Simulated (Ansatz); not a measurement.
# Optical response of SnSe2

Wanted: where SnSe2 starts to absorb, how strongly, and its refractive index.

Program: Ansatz 0.2.0. Level of theory: DFT, PBE, plane-wave PAW, default files, scalar-relativistic, independent-particle optical response without local fields. Results are calculated unless marked as measured.

### Step 1. The structure

It takes space group P-3m1 (No. 164, trigonal). The conventional cell has a = 3.811 Å, b = 3.811 Å, c = 6.136 Å, α = 90.00°, β = 90.00°, γ = 120.00°. Nearest to Sn lie 6 Se at 2.68 Å. Nearest to Se lie 3 Sn at 2.68 Å. Farther neighbours and most contacts between anions are not listed.

### Step 2. Ground state and bands

First the ground state: is it a metal or has it a gap?

This step: DFT, PBE, plane-wave PAW, default files, scalar-relativistic, ground state (Ansatz 0.2.0).

Input file input.yaml:

```yaml
crystal:
  lattice:
    - [3.811, 0.0, 0.0]
    - [-1.9055, 3.3004228138, 0.0]
    - [0.0, 0.0, 6.136]
  atoms:
    - { symbol: Sn, position: [0.0, 0.0, 0.0] }
    - { symbol: Se, position: [0.6666666667, 0.3333333333, 0.751] }
    - { symbol: Se, position: [0.3333333333, 0.6666666667, 0.249] }
kpoints:
  mp_grid: { grid: [7, 7, 4] }
  band_path:
    path:
      - [[0.0, 0.0, 0.0], [0.5, 0.0, 0.0], [0.33333333, 0.33333333, 0.0], [0.0, 0.0, 0.0], [0.0, 0.0, 0.5], [0.5, 0.0, 0.5], [0.33333333, 0.33333333, 0.5], [0.0, 0.0, 0.5]]
      - [[0.5, 0.0, 0.5], [0.5, 0.0, 0.0]]
      - [[0.33333333, 0.33333333, 0.0], [0.33333333, 0.33333333, 0.5]]
    npoints: 7
scf:
  occupations: { method: fermi_dirac, width: 0.05 }
  n_extra_bands: 7
hamiltonian:
  xc: pbe
  pseudopotentials: { kind: paw }
output:
  forces: true
  stress: true
  populations: true
  write_bands: true
  write_density: true
  write_potential: true
  elf: true
  volumetric_format: npy
```

Launch:

```console
$ ansatz run input.yaml --threads 4 --pin off --max-ram 8192MiB --backend cpu --events-out ev --progress --plain --runs-dir out
```

Numbers of over 12 decimals in the logs are rounded to 6 here.

What it wrote:

```text
scf.n_extra_bands = 7 over 23 filled bands (N_el = 46.0): the run solves 30 bands
Engine: ansatz 0.2.0, aarch64-unknown-linux-gnu
Pseudopotentials: kind: paw
Pseudopotential: Sn, paw, valence charge 14, recommended cutoff 420 eV (normal), Sn.paw.azcp
Pseudopotential: Se, paw, valence charge 16, recommended cutoff 420 eV (normal), Se.paw.azcp
Functional definition: PBE
  parameter kappa = 0.804
  parameter beta = 0.066725
  exchange = pbe_x(kappa = kappa, mu = beta*pi^2/3)
  correlation = pbe_c(beta = beta)
Crystal: 3 atoms, lattice volume = 77.178 Å³
Basis set: ecut = 420 eV, 1485 PW (Γ), exchange–correlation on 54×54×90 points (8 copies of the dense FFT grid, shifted against one another)
Bands: 30, of which v1, the nominal top of the filled ones, is band 23 counted from 1 (22 counted from 0)
Symmetry: 12 space group operations
Space group: P-3m1 (ITA 164), of the structure as read, at distance tolerance 4.3e-5 Å
k-points: 28 of 196
Non-local potential: Sn, projectors of the file, l = 0: 2, l = 1: 2, l = 2: 2, l = 3: 2
Non-local potential: Se, projectors of the file, l = 0: 2, l = 1: 2, l = 2: 3, l = 3: 1
PAW form: soft (Blöchl's): semilocal exchange-correlation on the pseudo side does not see the compensation charge
PAW one-centre angular grid: Sn, 590 points (default); XC on 64 Gauss nodes
PAW one-centre angular grid: Se, 590 points (default); XC on 64 Gauss nodes
Initial density: superposition of atomic densities (neutral atoms: chi_scale 0, normalization atom), corrected by the library's trained network
Initial wavefunctions: pseudopotential atomic-orbital guess
Functional: x = pbe(κ = 0.804, μ = 0.219515), c = pbe(β = 0.066725)
SCF iter   1: F=—  HF=-16963.271518 eV  |F-HF|=—  |Δ(HF+E_count)|=         —  Δρ=1.56e-3  dr2=2.85e-3  ethr=1.77e-3  ⟨swp⟩=6.2  Hψ=3732  notcnv=0  defer=4
preconditioner: auto → Resta (q_TF=auto, 2.503 Å⁻¹)  ε∞=2.5  [insulator: Δε(μ)=0.833 eV  Ē_g=17.449 eV  σ=0.050 eV  W_gap=1.00  n_scr=22 (ndim 8)  ℏωp=21.6 eV  f_vac=0.080  D(μ)=0.00/eV (n_scr^D=0)  ε∞_Penn≈2.5]
SCF iter   2: F=—  HF=-16963.270254 eV  |F-HF|=—  |Δ(HF+E_count)|=   1.26e-3  Δρ=7.06e-4  dr2=2.35e-4  ethr=6.19e-6  ⟨swp⟩=2.8  Hψ=1707  notcnv=0  defer=39
SCF iter   3: F=—  HF=-16963.270337 eV  |F-HF|=—  |Δ(HF+E_count)|=   8.28e-5  Δρ=3.63e-4  dr2=5.33e-5  ethr=5.12e-7  ⟨swp⟩=2.0  Hψ=1424  notcnv=0  defer=39
SCF iter   4: F=—  HF=-16963.270381 eV  |F-HF|=—  |Δ(HF+E_count)|=   4.41e-5  Δρ=8.76e-5  dr2=3.84e-6  ethr=1.16e-7  ⟨swp⟩=2.0  Hψ=1007  notcnv=0  defer=39
SCF iter   5: F=—  HF=-16963.270385 eV  |F-HF|=—  |Δ(HF+E_count)|=   4.10e-6  Δρ=1.71e-5  dr2=2.33e-7  ethr=8.34e-9  ⟨swp⟩=3.0  Hψ=1307  notcnv=0  defer=39
SCF iter   6: F=-16963.270385 eV  HF=-16963.270385 eV  |F-HF|=2.36e-8  |Δ(HF+E_count)|=   2.93e-7  Δρ=5.35e-6  dr2=2.66e-8  ethr=2.17e-10  ⟨swp⟩=12.5  Hψ=6680  notcnv=0
SCF 1 converged in 6 iterations: F = -16963.270385 eV  dr2 = 2.66e-8
  greatest PAW one-centre occupation: 1.000 electrons in one spin orbital (limit 2), on the Se atom at site 2 (counted from 0), in its partial waves of l = 2
NSCF: frozen V_eff on 66 k-points
SCF converged after 6 iterations
Free energy (F): -16963.270385 eV
Harris-Foulkes:  -16963.270385 eV  (|F-HF|=2.36e-8)
Internal energy: -16963.270361 eV  (E = F + TS)
E sigma→0 (E₀):  -16963.270373 eV
Entropy (-TS):   -0.000024 eV (-0.008 meV/atom)
Fermi energy:    8.525652 eV
--- Per-component energies (eV) ---
  E_band       = -857.711874
  E_kinetic    = 426.748277
  E_local      = -6101.138424  (includes V_loc(G=0)·N_el)
  E_nonlocal   = -1222.494129
  E_hartree    = 3128.185286
  E_xc         = -590.531946
  E_vxc        = -292.290585  (∫ρ·V_xc dr)
  E_paw        = -7963.843582  (= ΣΔE_a)
  E_vpaw       = 75.096514  (= ΣTr[D̂ρ^β])
  E_aug_tail   = -0.001222  (compensation charges beyond the density's cutoff)
  E_ewald      = -4640.194622
  E_smearing   = -0.000024  (= −TS)
  E_closure    = 0.000000  (closes the sum)
  Σ components = -16963.270385   (vs F -16963.270385, Δ=0.00e0)
--- Forces (eV/Å), atoms counted from 1 ---
  atom   1  Sn     0.00000000     0.00000000     0.00000000
  atom   2  Se    -0.00000000    -0.00000000    -0.78568793
  atom   3  Se     0.00000000     0.00000000     0.78568793
  max |Σ_I F_I| component: 2.65e-31 eV/Å
--- Stress (GPa, compression-positive) ---
        5.056487      -0.000000      -0.000000
       -0.000000       5.056487       0.000000
       -0.000000       0.000000       6.524640
  P = ⅓ Tr σ = 5.5459 GPa (55.459 kbar)
--- Band table (eV; the first three rows and the last of 28) ---
  k-point 0: bands = [... 19 lower, 7.4156, 7.7213, 7.7213, 8.1061, 9.2097, 11.0659, 12.7591, 12.7591, ... 3 higher]
  k-point 1: bands = [... 19 lower, 7.3627, 7.3627, 7.8049, 7.8049, 10.0605, 11.0714, 12.6201, 12.6201, ... 3 higher]
  k-point 2: bands = [... 19 lower, 7.3250, 7.3250, 7.8743, 7.8743, 10.5656, 11.0372, 12.4888, 12.4888, ... 3 higher]
  k-point 27: bands = [... 19 lower, 4.0827, 4.7682, 7.5822, 7.7661, 10.5557, 12.6995, 13.2128, 14.3519, ... 3 higher]
--- Löwdin populations: 3 sites ---
  site symbol       q [e]
     0     Sn     13.3432
     1     Se     16.2630
     2     Se     16.2630
  spilling = 0.002842 (of n_electrons = 46.000000)
```

Elapsed: 1.7 s, on 4 threads of Arm Neoverse V2, shared host; peak memory 0.4 GiB; 6.1 s of CPU time.

In the SCF lines HF is the Harris–Foulkes energy and dr2 the Hartree energy of the density residual, in eV; the loop may stop once dr2 is under the threshold and the program's other checks hold. Hψ counts applications of the Hamiltonian.

This step gave:

* free energy: -16963.2704 eV
* Fermi energy: 8.526 eV
* gap by band count: 0.8143 eV
* electrons: 46
* symmetry operations: 12
* pressure: 5.546 GPa
* volume: 77.18 Å³
* gap on the path: 0.7447 eV
* least direct gap on the path: 1.104 eV

There is a gap, 0.74 eV on the path, so no carriers' term is needed. The cell is left with a pressure of 5.5 GPa and forces up to 0.79 eV/Å, as it stands unrelaxed at this level.

The electronic bands at the labelled points (eV, zero at the Fermi level; v1 is the highest filled band, c1 the lowest empty one):

| point | v4 | v3 | v2 | v1 | c1 | c2 | c3 | c4 |
| --- | --- | --- | --- | --- | --- | --- | --- | --- |
| Γ | -1.11 | -0.80 | -0.80 | -0.42 | 0.68 | 2.54 | 4.23 | 4.23 |
| 0.57 of the way | -3.02 | -2.58 | -0.75 | -0.58 | 1.37 | 3.60 | 5.08 | 5.49 |
| M | -3.32 | -3.09 | -1.61 | -0.72 | 0.74 | 3.39 | 5.04 | 5.08 |
| 0.57 of the way | -3.83 | -3.30 | -1.83 | -1.65 | 1.15 | 5.12 | 5.21 | 6.19 |
| K | -4.12 | -3.76 | -1.94 | -1.94 | 1.02 | 6.25 | 6.25 | 6.82 |
| 0.43 of the way | -3.96 | -2.12 | -1.91 | -0.71 | 1.67 | 4.80 | 5.12 | 5.48 |
| Γ | -1.11 | -0.80 | -0.80 | -0.42 | 0.68 | 2.54 | 4.23 | 4.23 |
| 0.43 of the way | -1.15 | -1.15 | -0.74 | -0.74 | 1.40 | 2.55 | 4.12 | 4.12 |
| A | -1.20 | -1.20 | -0.65 | -0.65 | 2.04 | 2.51 | 3.96 | 3.96 |
| 0.57 of the way | -2.42 | -2.27 | -1.72 | -0.89 | 1.09 | 4.10 | 5.31 | 5.50 |
| L | -2.92 | -2.40 | -1.25 | -1.11 | 0.46 | 3.86 | 4.44 | 5.43 |
| 0.57 of the way | -4.15 | -3.34 | -0.99 | -0.80 | 1.56 | 4.33 | 4.75 | 5.46 |
| H | -4.62 | -4.13 | -0.78 | -0.78 | 2.14 | 4.34 | 4.34 | 5.84 |
| 0.43 of the way | -3.47 | -2.56 | -1.26 | -1.20 | 1.84 | 4.23 | 5.44 | 5.53 |
| A | -1.20 | -1.20 | -0.65 | -0.65 | 2.04 | 2.51 | 3.96 | 3.96 |
| jump to L | -2.92 | -2.40 | -1.25 | -1.11 | 0.46 | 3.86 | 4.44 | 5.43 |
| 0.43 of the way | -3.00 | -2.85 | -1.17 | -0.95 | 0.37 | 3.66 | 5.13 | 5.58 |
| M | -3.32 | -3.09 | -1.61 | -0.72 | 0.74 | 3.39 | 5.04 | 5.08 |
| jump to K | -4.12 | -3.76 | -1.94 | -1.94 | 1.02 | 6.25 | 6.25 | 6.82 |
| 0.57 of the way | -4.46 | -3.99 | -1.23 | -1.23 | 1.66 | 5.01 | 5.01 | 6.25 |
| H | -4.62 | -4.13 | -0.78 | -0.78 | 2.14 | 4.34 | 4.34 | 5.84 |

ELF in the ac plane at fractional y = 0.000, with atoms of Sn within 0.2 Å of it. It is the smooth field of the valence electrons, not physical close to the nuclei.

Ten even steps from '0' (0.00) to '9' (0.71), each cell a mean:
```
00233322233310
11334444444321
33345777765333
33357888886433
23357999987532
11257999987421
00147999986310
00135899975200
00013566643100
00001222211000
00000000000000
00000111110000
00012455542100
00125789874200
00136999986310
11247999986421
22357999987432
33357899986433
33346777775433
12334555554332
00233332333310
00133321233310
```
Atoms in or near the plane, at fractional coordinates: Sn at (0.00, 0.00).

Valence density in the ac plane at fractional y = 0.000, with atoms of Sn within 0.2 Å of it. It is the smooth field of the valence electrons, not physical close to the nuclei.

Ten steps, logarithmic in the rise over the least value, from '0' (0 e/Å³) to '9' (15 e/Å³), each cell a mean:
```
98642111112478
76532111112357
44322111122234
22212222222222
11111222221111
00111222221100
00011122211000
00001111110000
00000011100000
00000000000000
00000000000000
00000000000000
00000001000000
00000111110000
00001112111000
00011222211100
11111222221111
22112222221122
43222222222233
66432111112356
98632111112468
99642111112579
```
Atoms in or near the plane, at fractional coordinates: Sn at (0.00, 0.00).

### Step 3. Spectrum

With the density converged, the vertical transitions are summed over the zone.

This step: DFT, PBE, plane-wave PAW, default files, scalar-relativistic, independent-particle optical response without local fields (Ansatz 0.2.0).

input.yaml, the sections that differ from step 2:

```yaml
kpoints:
  mp_grid: { grid: [7, 7, 4] }
scf:
  occupations: { method: fixed }
output:
  optics:
    e_range: [0, 20]
    de: 0.05
    sigma: 0.1
    nscf_kmesh: { grid: [9, 9, 5] }
    bands: { spectra_wanted_up_to: 20 }
# crystal, hamiltonian: as in step 2
```

What it wrote:

```text
[...]
Crystal: 3 atoms, lattice volume = 77.178 Å³
Basis set: ecut = 420 eV, 1485 PW (Γ)
Bands: 28, of which v1, the nominal top of the filled ones, is band 23 counted from 1 (22 counted from 0)
Symmetry: 12 space group operations
[...]
k-points: 28 of 196
[...]
SCF iter   1: F=—  HF=-16963.271565 eV  |F-HF|=—  |Δ(HF+E_count)|=         —  Δρ=1.54e-3  dr2=2.70e-3  ethr=1.77e-3  ⟨swp⟩=5.0  Hψ=2861  notcnv=0  defer=82
[...]
SCF iter   9: F=-16963.270390 eV  HF=-16963.270390 eV  |F-HF|=0.00e0  |Δ(HF+E_count)|=  9.46e-11  Δρ=3.94e-8  dr2=1.03e-12  ethr=1.00e-12  ⟨swp⟩=8.5  Hψ=3409  notcnv=0
SCF 1 converged in 9 iterations: F = -16963.270390 eV  dr2 = 1.03e-12
[...]
NSCF: frozen V_eff on 50 k-points
[...]
output.optics: what the bands over the 61 summed would add to eps1, eps2 and the energy-loss function is held between a lower and an upper bound (7 Lanczos steps). eps1, eps2 and their loss function (loss_summed_bands) are given on every row as the summed bands alone make them. Along an axis, on a row where the two bounds hold the loss function to about 1 % of the greater of itself and 0.5 % of |1/eps|, its cell (loss_completed) is given, with the completed eps1 and eps2 that it is formed of (a cell that is left empty reads nan in the table and null in the record). The two bounds hold it so along every axis on all 401 rows up to 20.000 eV. [rest of the remark cut]
SCF converged after 9 iterations
Free energy (F): -16963.270390 eV
[...]
Internal energy: -16963.270390 eV  (E = F + TS)
E sigma→0 (E₀):  -16963.270390 eV
Fermi energy:    8.106149 eV
[...]
--- Band table (eV; the first three rows and the last of 28) ---
  k-point 0: bands = [... 19 lower, 7.4156, 7.7214, 7.7214, 8.1061, 9.2098, 11.0660, 12.7591, 12.7591, ... 1 higher]
  k-point 1: bands = [... 19 lower, 7.3628, 7.3628, 7.8049, 7.8049, 10.0606, 11.0715, 12.6202, 12.6202, ... 1 higher]
  k-point 2: bands = [... 19 lower, 7.3251, 7.3251, 7.8743, 7.8743, 10.5656, 11.0373, 12.4888, 12.4888, ... 1 higher]
  k-point 27: bands = [... 19 lower, 4.0827, 4.7682, 7.5822, 7.7661, 10.5558, 12.6996, 13.2128, 14.3520, ... 1 higher]
```

Wall time 81 s (4 threads); peak memory 1.1 GiB; 5.3 min of CPU time.

Numbers from this step:

- electronic dielectric constant ε∞, mean over x, y and z (by symmetry where fewer were run): 11.51
- absorption onset, first axis (α over 10⁴ cm⁻¹, or the direct gap if that lies higher): 1.275 eV
- main peak of Im epsilon, first axis: 3.867 eV
- centre of weight of the strongest loss peak in the window: 17.44 eV
- photocurrent from vertical transitions in a film 500 nm thick on a perfect mirror (two passes), AM1.5G, no front reflection, all carriers collected: 37.62 mA/cm²
- least direct gap on the mesh: 1.104 eV
- bands summed: 61
- spectra valid up to: 29.34 eV
- program's estimate of the k-sum error in Im epsilon: 0.07 %
- electrons in the f-sum: 22.38

The Im ε has structure finer than the step of the table below, so its rows give means over 0.5 eV, whole bins alone (the curve runs from 0 to 20 eV). Peaks (eV: height): E ∥ x or y 3.85: 19.1, 5.00: 17.4, 8.45: 5.70; E ∥ z 1.80: 10.2, 5.10: 17.9, 5.75: 18.1, 8.45: 6.05.

The Im ε by photon energy; means over each step:

| photon energy (eV) | E ∥ x or y | E ∥ z |
| --- | --- | --- |
| 0.5 | 0 | 0 |
| 1.0 | 0.0342 | 0.212 |
| 1.5 | 2.27 | 5.93 |
| 2.0 | 5.24 | 9.75 |
| 2.5 | 6.88 | 6.63 |
| 3.0 | 7.09 | 3.95 |
| 3.5 | 16.4 | 3.41 |
| 4.0 | 17.6 | 5.15 |
| 4.5 | 15.5 | 9.27 |
| 5.0 | 16.1 | 16.3 |
| 5.5 | 11.0 | 15.7 |
| 6.0 | 8.60 | 13.7 |
| 6.5 | 5.58 | 8.36 |
| 7.0 | 4.14 | 4.80 |
| 7.5 | 2.69 | 3.32 |
| 8.0 | 3.46 | 4.04 |
| 8.5 | 5.04 | 5.60 |
| 9.0 | 3.48 | 4.61 |
| 9.5 | 2.73 | 3.58 |
| 10.0 | 2.10 | 2.75 |
| 10.5 | 1.75 | 1.76 |
| 11.0 | 1.55 | 1.46 |
| 11.5 | 1.28 | 1.36 |
| 12.0 | 1.04 | 1.24 |
| 12.5 | 0.973 | 0.970 |
| 13.0 | 0.932 | 0.767 |
| 13.5 | 0.906 | 0.713 |
| 14.0 | 0.813 | 0.611 |
| 14.5 | 0.612 | 0.508 |
| 15.0 | 0.471 | 0.413 |
| 15.5 | 0.414 | 0.372 |
| 16.0 | 0.382 | 0.395 |
| 16.5 | 0.309 | 0.346 |
| 17.0 | 0.296 | 0.320 |
| 17.5 | 0.294 | 0.309 |
| 18.0 | 0.265 | 0.281 |
| 18.5 | 0.246 | 0.242 |
| 19.0 | 0.209 | 0.214 |
| 19.5 | 0.183 | 0.190 |

Table of Re ε by photon energy:

| photon energy (eV) | E ∥ x or y | E ∥ z |
| --- | --- | --- |
| 0.0 | 11.7 | 11.1 |
| 0.5 | 12.0 | 11.5 |
| 1.0 | 13.0 | 13.2 |
| 1.5 | 15.1 | 17.8 |
| 2.0 | 15.0 | 9.24 |
| 2.5 | 13.0 | 4.91 |
| 3.0 | 16.4 | 7.16 |
| 3.5 | 12.1 | 8.35 |
| 4.0 | 5.37 | 10.8 |
| 4.5 | 2.95 | 12.1 |
| 5.0 | -1.09 | 9.17 |
| 5.5 | -3.59 | 2.48 |
| 6.0 | -6.02 | -5.31 |
| 6.5 | -3.57 | -4.59 |
| 7.0 | -3.85 | -4.39 |
| 7.5 | -1.99 | -1.98 |
| 8.0 | -0.297 | -0.0492 |
| 8.5 | -1.75 | -1.49 |
| 9.0 | -2.28 | -2.38 |
| 9.5 | -2.32 | -2.52 |
| 10.0 | -2.06 | -2.79 |
| 10.5 | -1.62 | -2.34 |
| 11.0 | -1.45 | -1.72 |
| 11.5 | -1.31 | -1.43 |
| 12.0 | -1.08 | -1.27 |
| 12.5 | -0.821 | -1.21 |
| 13.0 | -0.665 | -0.948 |
| 13.5 | -0.646 | -0.740 |
| 14.0 | -0.628 | -0.656 |
| 14.5 | -0.581 | -0.525 |
| 15.0 | -0.412 | -0.385 |
| 15.5 | -0.292 | -0.213 |
| 16.0 | -0.186 | -0.120 |
| 16.5 | -0.0822 | -0.0583 |
| 17.0 | 0.0229 | 0.0154 |
| 17.5 | 0.0831 | 0.0838 |
| 18.0 | 0.127 | 0.117 |
| 18.5 | 0.187 | 0.166 |
| 19.0 | 0.214 | 0.235 |
| 19.5 | 0.306 | 0.295 |
| 20.0 | 0.349 | 0.358 |

(Part 1 of 2 ends here.)

[Logs are printed without paths, hosts, clocks, repeated set-up lines and the standing remarks that a program may print on its own settings, such as how far it seeks lower states.]

[Hosts, paths, dates, database ids (printed as entryN), source tags and the programs' standing remarks are cut or masked in the printed files.]
